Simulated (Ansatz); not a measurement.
# Dielectric function and optical constants of Li3SI (model structure)

What colour and refractive index does Li3SI (model structure) have at this level of theory? This is a made-up structure; whether it can be made isn't tested. It was built so: All Br replaced by I and O replaced by S in the Pm-3m structure of Li3BrO.

Main program and level: Ansatz 0.2.0; DFT, PBE, plane-wave PAW, default files, scalar-relativistic, independent-particle optical response without local fields.

## (1) The starting structure

Symmetry: Pm-3m, No. 221, cubic system. Conventional cell: a = 4.427 Å, b = 4.427 Å, c = 4.427 Å, α = 90.00°, β = 90.00°, γ = 90.00°. Nearest to I lie 12 Li at 3.13 Å. Nearest to S lie 6 Li at 2.21 Å. Li has 2 S at 2.21 Å and 4 I at 3.13 Å and 8 Li at 3.13 Å nearest. Farther neighbours, and contacts between anions beyond the nearest, are not listed.

## (2) Relaxation

The structure was built or cut out here, so it is relaxed before any spectrum is computed.

This step: DFT, PBE, plane-wave PAW, default files, scalar-relativistic, relaxation (Ansatz 0.2.0).

The input, input.yaml:

```yaml
crystal:
  lattice:
    - [4.42744421, 0.0, 0.0]
    - [0.0, 4.42744421, 0.0]
    - [0.0, 0.0, 4.42744421]
  atoms:
    - { symbol: I, position: [0.5, 0.5, 0.5] }
    - { symbol: S, position: [0.0, 0.0, 0.0] }
    - { symbol: Li, position: [0.0, 0.0, 0.5] }
    - { symbol: Li, position: [0.0, 0.5, 0.0] }
    - { symbol: Li, position: [0.5, 0.0, 0.0] }
kpoints:
  mp_grid: { grid: [5, 5, 5] }
scf:
  occupations: { method: fermi_dirac, width: 0.05 }
hamiltonian:
  xc: pbe
  pseudopotentials: { kind: paw }
output:
  forces: true
  stress: true
relax:
  f_tol: 0.02
  max_steps: 50
  cell: {}
```

The run is started by

```bash
$ ansatz run input.yaml --threads 2 --pin off --max-ram 5120MiB --backend cpu --events-out ev --progress --plain --runs-dir out
```

Output:

```text
Engine: ansatz 0.2.0, aarch64-unknown-linux-gnu
Pseudopotentials: kind: paw
Pseudopotential: I, paw, valence charge 17, recommended cutoff 420 eV (normal), I.paw.azcp
Pseudopotential: S, paw, valence charge 6, recommended cutoff 420 eV (normal), S.paw.azcp
Pseudopotential: Li, paw, valence charge 3, recommended cutoff 420 eV (normal), Li.paw.azcp
Functional definition: PBE
  parameter kappa = 0.804
  parameter beta = 0.066725
  exchange = pbe_x(kappa = kappa, mu = beta*pi^2/3)
  correlation = pbe_c(beta = beta)
Crystal: 5 atoms, lattice volume = 86.788 Å³
Basis set: ecut = 420 eV, 1743 PW (Γ), exchange–correlation on 60×60×60 points (8 copies of the dense FFT grid, shifted against one another)
Bands: 21, of which v1, the nominal top of the filled ones, is band 16 counted from 1 (15 counted from 0)
Symmetry: 48 space group operations
Space group: Pm-3m (ITA 221), of the structure as read, at distance tolerance 4.4e-5 Å
k-points: 10 of 125
Non-local potential: I, projectors of the file, l = 0: 2, l = 1: 2, l = 2: 2, l = 3: 2
Non-local potential: S, projectors of the file, l = 0: 2, l = 1: 2, l = 2: 2
Non-local potential: Li, projectors of the file, l = 0: 3, l = 1: 2, l = 2: 1
PAW form: soft (Blöchl's): semilocal exchange-correlation on the pseudo side does not see the compensation charge
PAW one-centre angular grid: I, 590 points (default); XC on 64 Gauss nodes
PAW one-centre angular grid: S, 110 points (default); XC on 64 Gauss nodes
PAW one-centre angular grid: Li, 110 points (default); XC on 64 Gauss nodes
Initial density: superposition of atomic densities (neutral atoms: chi_scale 0, normalization atom), corrected by the library's trained network
Initial wavefunctions: pseudopotential atomic-orbital guess
Functional: x = pbe(κ = 0.804, μ = 0.219515), c = pbe(β = 0.066725)
SCF iter   1: F=—  HF=-9034.802576 eV  |F-HF|=—  |Δ(HF+E_count)|=         —  Δρ=6.61e-4  dr2=4.99e-4  ethr=1.77e-3  ⟨swp⟩=6.9  Hψ=1137  notcnv=0
preconditioner: auto → Resta (q_TF=auto, 2.310 Å⁻¹)  ε∞=3.4  [insulator: Δε(μ)=3.654 eV  Ē_g=10.326 eV  σ=0.050 eV  W_gap=1.00  n_scr=18 (ndim 8)  ℏωp=15.9 eV  f_vac=0.000  D(μ)=0.00/eV (n_scr^D=0)  ε∞_Penn≈3.4]
SCF iter   2: F=—  HF=-9034.801334 eV  |F-HF|=—  |Δ(HF+E_count)|=   1.24e-3  Δρ=4.97e-4  dr2=3.26e-4  ethr=1.56e-6  ⟨swp⟩=2.2  Hψ=429  notcnv=0  defer=1
SCF iter   3: F=—  HF=-9034.801331 eV  |F-HF|=—  |Δ(HF+E_count)|=   2.95e-6  Δρ=1.35e-4  dr2=1.21e-5  ethr=1.02e-6  ⟨swp⟩=2.1  Hψ=331  notcnv=0  defer=3
SCF iter   4: F=—  HF=-9034.801591 eV  |F-HF|=—  |Δ(HF+E_count)|=   2.60e-4  Δρ=4.13e-5  dr2=1.66e-6  ethr=3.77e-8  ⟨swp⟩=2.0  Hψ=360  notcnv=0  defer=3
SCF iter   5: F=—  HF=-9034.801591 eV  |F-HF|=—  |Δ(HF+E_count)|=   4.19e-7  Δρ=1.42e-5  dr2=2.58e-7  ethr=5.18e-9  ⟨swp⟩=2.0  Hψ=327  notcnv=0  defer=3
SCF iter   6: F=-9034.801591 eV  HF=-9034.801591 eV  |F-HF|=8.75e-10  |Δ(HF+E_count)|=   5.99e-9  Δρ=1.58e-6  dr2=3.49e-9  ethr=3.13e-10  ⟨swp⟩=4.9  Hψ=682  notcnv=0
SCF 1 converged in 6 iterations: F = -9034.801591 eV  dr2 = 3.49e-9
  greatest PAW one-centre occupation: 1.000 electrons in one spin orbital (limit 2), on the Li atom at site 4 (counted from 0), in its partial waves of l = 0
relax step   1: F+E_penalty+E_count = -9034.80159094 eV  Δ(F+E_penalty+E_count) = +0.000e0 eV  max|allowed force component| = 7.794e-29 eV/Å  Δτ_max = 0.0000 Å  P = +8.346 GPa  Ω = 86.788 Å³  (6 SCF iters, dr2 threshold 1.00e-7 eV, accepted)
Crystal: 5 atoms, lattice volume = 97.669 Å³
Basis set: ecut = 420 eV, 1935 PW (Γ), exchange–correlation on 60×60×60 points (8 copies of the dense FFT grid, shifted against one another)
Initial density: handed on by an earlier stage of this run
Initial wavefunctions: those handed on with the density
iter 1 solved again at ethr=4.10e-4 eV; its pass at ethr=3.10e-3 eV (dr2=1.31e-1 eV) is discarded
SCF iter   1: F=—  HF=-9035.212725 eV  |F-HF|=—  |Δ(HF+E_count)|=         —  Δρ=6.23e-3  dr2=1.32e-1  ethr=4.10e-4  ⟨swp⟩=1.5  Hψ=1283  notcnv=0
preconditioner: auto → Resta (q_TF=auto, 2.265 Å⁻¹)  ε∞=3.3  [insulator: Δε(μ)=3.605 eV  Ē_g=9.908 eV  σ=0.050 eV  W_gap=1.00  n_scr=18 (ndim 8)  ℏωp=15.0 eV  f_vac=0.000  D(μ)=0.00/eV (n_scr^D=0)  ε∞_Penn≈3.3]
SCF iter   2: F=—  HF=-9035.169301 eV  |F-HF|=—  |Δ(HF+E_count)|=   4.34e-2  Δρ=2.46e-3  dr2=2.22e-2  ethr=4.10e-4  ⟨swp⟩=3.0  Hψ=326  notcnv=0
SCF iter   3: F=—  HF=-9035.160540 eV  |F-HF|=—  |Δ(HF+E_count)|=   8.76e-3  Δρ=1.05e-3  dr2=2.06e-3  ethr=6.93e-5  ⟨swp⟩=2.7  Hψ=329  notcnv=0  defer=4
SCF iter   4: F=—  HF=-9035.160217 eV  |F-HF|=—  |Δ(HF+E_count)|=   3.23e-4  Δρ=2.55e-4  dr2=8.62e-5  ethr=6.44e-6  ⟨swp⟩=1.9  Hψ=251  notcnv=0  defer=4
SCF iter   5: F=—  HF=-9035.160453 eV  |F-HF|=—  |Δ(HF+E_count)|=   2.36e-4  Δρ=4.32e-5  dr2=1.70e-6  ethr=2.69e-7  ⟨swp⟩=2.0  Hψ=292  notcnv=0  defer=4
SCF iter   6: F=-9035.160456 eV  HF=-9035.160456 eV  |F-HF|=1.05e-7  |Δ(HF+E_count)|=   2.73e-6  Δρ=9.33e-6  dr2=8.72e-8  ethr=1.56e-9  ⟨swp⟩=4.9  Hψ=765  notcnv=0
SCF 2 converged in 6 iterations: F = -9035.160456 eV  dr2 = 8.72e-8
relax step   2: F+E_penalty+E_count = -9035.16045594 eV  Δ(F+E_penalty+E_count) = -3.589e-1 eV  max|allowed force component| = 4.607e-29 eV/Å  Δτ_max = 0.0000 Å  P = +2.740 GPa  Ω = 97.669 Å³  energy of the carried Pulay correction = -5.615e-4 eV  (6 SCF iters, dr2 threshold 5.00e-7 eV, accepted)
Crystal: 5 atoms, lattice volume = 104.037 Å³
Basis set: ecut = 420 eV, 2007 PW (Γ), exchange–correlation on 60×60×60 points (8 copies of the dense FFT grid, shifted against one another)
iter 1 solved again at ethr=1.02e-4 eV; its pass at ethr=3.10e-3 eV (dr2=3.27e-2 eV) is discarded
SCF iter   1: F=—  HF=-9035.237227 eV  |F-HF|=—  |Δ(HF+E_count)|=         —  Δρ=2.96e-3  dr2=3.26e-2  ethr=1.02e-4  ⟨swp⟩=1.4  Hψ=1257  notcnv=0
preconditioner: auto → Resta (q_TF=auto, 2.242 Å⁻¹)  ε∞=3.2  [insulator: Δε(μ)=3.720 eV  Ē_g=9.712 eV  σ=0.050 eV  W_gap=1.00  n_scr=18 (ndim 8)  ℏωp=14.6 eV  f_vac=0.000  D(μ)=0.00/eV (n_scr^D=0)  ε∞_Penn≈3.2]
SCF iter   2: F=—  HF=-9035.226418 eV  |F-HF|=—  |Δ(HF+E_count)|=   1.08e-2  Δρ=1.22e-3  dr2=5.71e-3  ethr=1.02e-4  ⟨swp⟩=2.2  Hψ=293  notcnv=0
SCF iter   3: F=—  HF=-9035.224168 eV  |F-HF|=—  |Δ(HF+E_count)|=   2.25e-3  Δρ=5.16e-4  dr2=5.49e-4  ethr=1.79e-5  ⟨swp⟩=2.1  Hψ=303  notcnv=0
SCF iter   4: F=—  HF=-9035.224081 eV  |F-HF|=—  |Δ(HF+E_count)|=   8.68e-5  Δρ=1.34e-4  dr2=2.77e-5  ethr=1.72e-6  ⟨swp⟩=2.1  Hψ=250  notcnv=0
SCF iter   5: F=—  HF=-9035.224335 eV  |F-HF|=—  |Δ(HF+E_count)|=   2.54e-4  Δρ=2.84e-5  dr2=7.30e-7  ethr=8.66e-8  ⟨swp⟩=2.0  Hψ=370  notcnv=0
SCF iter   6: F=-9035.224336 eV  HF=-9035.224336 eV  |F-HF|=1.23e-7  |Δ(HF+E_count)|=   8.46e-7  Δρ=9.13e-6  dr2=1.08e-7  ethr=1.56e-9  ⟨swp⟩=4.3  Hψ=724  notcnv=0
SCF 3 converged in 6 iterations: F = -9035.224336 eV  dr2 = 1.08e-7
relax step   3: F+E_penalty+E_count = -9035.22433635 eV  Δ(F+E_penalty+E_count) = -6.388e-2 eV  max|allowed force component| = 1.326e-29 eV/Å  Δτ_max = 0.0000 Å  P = +0.595 GPa  Ω = 104.037 Å³  energy of the carried Pulay correction = -8.606e-4 eV  (6 SCF iters, dr2 threshold 5.00e-7 eV, accepted)
[...]
relax step   4: F+E_penalty+E_count = -9035.22813776 eV  Δ(F+E_penalty+E_count) = -3.801e-3 eV  max|allowed force component| = 4.181e-30 eV/Å  Δτ_max = 0.0000 Å  P = +0.063 GPa  Ω = 105.952 Å³  energy of the carried Pulay correction = -9.467e-4 eV  (5 SCF iters, dr2 threshold 5.00e-7 eV, accepted)
[...]
relax step   5: F+E_penalty+E_count = -9035.22817415 eV  Δ(F+E_penalty+E_count) = -3.639e-5 eV  max|allowed force component| = 1.588e-29 eV/Å  Δτ_max = 0.0000 Å  P = +0.002 GPa  Ω = 106.183 Å³  energy of the carried Pulay correction = -9.570e-4 eV  (5 SCF iters, dr2 threshold 9.90e-9 eV, accepted)
Basis set: ecut = 420 eV, 2103 PW (Γ), exchange–correlation on 64×64×64 points (8 copies of the dense FFT grid, shifted against one another)
Initial wavefunctions: pseudopotential atomic-orbital guess (no wavefunctions were taken with the density)
iter 1 solved again at ethr=1.07e-6 eV; its pass at ethr=3.10e-3 eV (dr2=3.44e-4 eV) is discarded
SCF iter   1: F=—  HF=-9035.199641 eV  |F-HF|=—  |Δ(HF+E_count)|=         —  Δρ=1.35e-3  dr2=7.50e-5  ethr=1.07e-6  ⟨swp⟩=3.0  Hψ=1589  notcnv=0
preconditioner: auto → Resta (q_TF=auto, 2.234 Å⁻¹)  ε∞=3.2  [insulator: Δε(μ)=3.776 eV  Ē_g=9.660 eV  σ=0.050 eV  W_gap=1.00  n_scr=18 (ndim 8)  ℏωp=14.4 eV  f_vac=0.000  D(μ)=0.00/eV (n_scr^D=0)  ε∞_Penn≈3.2]
SCF iter   2: F=—  HF=-9035.221415 eV  |F-HF|=—  |Δ(HF+E_count)|=   2.18e-2  Δρ=6.78e-4  dr2=1.28e-5  ethr=2.34e-7  ⟨swp⟩=2.2  Hψ=370  notcnv=0
SCF iter   3: F=—  HF=-9035.228463 eV  |F-HF|=—  |Δ(HF+E_count)|=   7.05e-3  Δρ=2.50e-4  dr2=3.89e-6  ethr=3.99e-8  ⟨swp⟩=2.0  Hψ=370  notcnv=0
SCF iter   4: F=—  HF=-9035.229426 eV  |F-HF|=—  |Δ(HF+E_count)|=   9.62e-4  Δρ=8.51e-5  dr2=1.08e-6  ethr=1.22e-8  ⟨swp⟩=2.0  Hψ=370  notcnv=0
SCF iter   5: F=—  HF=-9035.229539 eV  |F-HF|=—  |Δ(HF+E_count)|=   1.13e-4  Δρ=1.66e-5  dr2=5.97e-8  ethr=3.38e-9  ⟨swp⟩=2.0  Hψ=286  notcnv=0
SCF iter   6: F=—  HF=-9035.229543 eV  |F-HF|=—  |Δ(HF+E_count)|=   4.37e-6  Δρ=1.76e-6  dr2=1.49e-9  ethr=1.86e-10  ⟨swp⟩=3.0  Hψ=370  notcnv=0
SCF iter   7: F=—  HF=-9035.229543 eV  |F-HF|=—  |Δ(HF+E_count)|=   4.16e-8  Δρ=2.19e-7  dr2=9.43e-11  ethr=4.67e-12  ⟨swp⟩=3.0  Hψ=421  notcnv=0
SCF iter   8: F=-9035.229543 eV  HF=-9035.229543 eV  |F-HF|=1.82e-12  |Δ(HF+E_count)|=  9.82e-11  Δρ=3.32e-8  dr2=1.93e-12  ethr=1.00e-12  ⟨swp⟩=4.9  Hψ=670  notcnv=0
SCF 6 converged in 8 iterations: F = -9035.229543 eV  dr2 = 1.93e-12
relax step   6: F+E_penalty+E_count = -9035.22954309 eV  Δ(F+E_penalty+E_count) = -1.369e-3 eV  max|allowed force component| = 6.707e-30 eV/Å  Δτ_max = 0.0000 Å  P = +0.026 GPa  Ω = 106.183 Å³  stress off target by 2.63e-2 GPa  SCF on the basis re-selected at this cell (its energy is not comparable with the rows above)  (8 SCF iters)
basis re-selected at this cell: Δ(F+E_penalty+E_count) = -1.369e-3 eV, ΔP = +0.025 GPa vs the last step (what re-selecting the basis moved, of the pressure what is left beyond the Pulay correction that the steps carried, after the strain that the cell walked since its last selection, with what the two solves' SCF thresholds leave and, on support functions, any second-order correction that the steps lacked; it is no measure of the basis error at this ecutwfc). The dense FFT grid was sized anew with the basis: this SCF ran on 32×32×32 points, the steps before it on 30×30×30, so part of this shift can come from that change (see relax.cell in the input reference). [rest of the remark cut]
SCF converged after 8 iterations
Free energy (F): -9035.229543 eV
Harris-Foulkes:  -9035.229543 eV  (|F-HF|=1.82e-12)
Internal energy: -9035.229543 eV  (E = F + TS)
E sigma→0 (E₀):  -9035.229543 eV
Fermi energy:    4.888731 eV
--- Per-component energies (eV) ---
  E_band       = -667.678929
  E_kinetic    = 362.292868
  E_local      = -2641.674820  (includes V_loc(G=0)·N_el)
  E_nonlocal   = -161.698897
  E_hartree    = 1246.717790
  E_xc         = -258.742452
  E_vxc        = -259.318162  (∫ρ·V_xc dr)
  E_paw        = -5480.277520  (= ΣΔE_a)
  E_vpaw       = -460.715679  (= ΣTr[D̂ρ^β])
  E_aug_tail   = 0.000142  (compensation charges beyond the density's cutoff)
  E_ewald      = -2101.846655
  E_smearing   = -0.000000  (= −TS)
  E_closure    = -0.000000  (closes the sum)
  Σ components = -9035.229543   (vs F -9035.229543, Δ=0.00e0)
--- Forces (eV/Å), atoms counted from 1 ---
  atom   1  I      0.00000000    -0.00000000    -0.00000000
  atom   2  S      0.00000000     0.00000000    -0.00000000
  atom   3  Li     0.00000000    -0.00000000     0.00000000
  atom   4  Li     0.00000000     0.00000000     0.00000000
  atom   5  Li     0.00000000     0.00000000     0.00000000
  max |Σ_I F_I| component: 8.54e-30 eV/Å
--- Stress (GPa, compression-positive) ---
        0.026266       0.000000       0.000000
        0.000000       0.026266       0.000000
        0.000000       0.000000       0.026266
  P = ⅓ Tr σ = 0.0263 GPa (0.263 kbar)
--- Relaxed structure (5 steps of the walk, 5 accepted, 1 SCFs on fresh bases) ---
  F+E_penalty+E_count = -9035.22954309 eV   max|allowed force component| = 6.707e-30 eV/Å   (the final SCF, on the basis selected at the relaxed cell)
  cell:  # Å, volume = 106.1833 Å³
    - [4.735349, 0, 0]
    - [0, 4.735349, 0.0]
    - [0, 0, 4.735349]
  atoms:
    - { symbol: I, position: [0.5, 0.5, 0.5] }
    - { symbol: S, position: [0, 0, 0] }
    - { symbol: Li, position: [0, 0, 0.5] }
    - { symbol: Li, position: [0, 0.5, 0] }
    - { symbol: Li, position: [0.5, 0, 0] }
```

It took 4.6 s on 2 threads of Arm Neoverse V1, shared host; peak memory 0.36 GiB.

Reading the cycles: dr2 is the Hartree energy of the density residual (eV), the measure of convergence; HF is the Harris–Foulkes estimate of the energy, which meets the free energy F at convergence.

Relaxation path:

```csv
step,energy less that of the first step (eV),largest force component (eV/Å),pressure (GPa),volume (Å³)
1,0.0000,0.0000,8.35,86.79
2,-0.3589,0.0000,2.74,97.67
3,-0.4227,0.0000,0.60,104.04
4,-0.4265,0.0000,0.06,105.95
5,-0.4266,0.0000,0.00,106.18
6*,-0.4280,0.0000,0.03,106.18
```

Relaxation steps marked * repeat the geometry before them on a plane-wave basis chosen anew for their cell, so energy and pressure can jump there.

Forces are held to the 48 operations that the program found; a distortion that breaks them can't arise in this run.

```
conventional cell, symmetrised  before  after   change
                         a (Å)   4.427  4.735   +7.0 %
                         b (Å)   4.427  4.735   +7.0 %
                         c (Å)   4.427  4.735   +7.0 %
              volume (Å³/atom)   17.36  21.24  +22.3 %
```

The relaxed structure:

```cif
data_structure
_symmetry_space_group_name_H-M 'P 1'
_symmetry_Int_Tables_number 1
_cell_length_a 4.7353
_cell_length_b 4.7353
_cell_length_c 4.7353
_cell_angle_alpha 90.000
_cell_angle_beta 90.000
_cell_angle_gamma 90.000
_cell_volume 106.18
loop_
_atom_site_label
_atom_site_type_symbol
_atom_site_fract_x
_atom_site_fract_y
_atom_site_fract_z
_atom_site_occupancy
I1 I 0.50000 0.50000 0.50000 1
S2 S 0.00000 0.00000 0.00000 1
Li3 Li 0.00000 0.00000 0.50000 1
Li4 Li 0.00000 0.50000 0.00000 1
Li5 Li 0.50000 0.00000 0.00000 1
```

The relaxation ends with a pressure of 0.03 GPa.

(Part 1 of 3 ends here.)

[Long decimals in the printed logs are rounded to 6 places.]

[Logs are printed without paths, hosts, clocks, repeated set-up lines and the standing remarks that a program may print on its own settings, such as how far it seeks lower states.]

[Hosts, paths, dates, database ids (printed as entryN), source tags and the programs' standing remarks are cut or masked in the printed files.]

[Where the starting crystal was built by hand or by swapping elements, it need not be the compound's stable phase.]

[The count of steps not shown may lack steps that the program refused or didn't finish.]
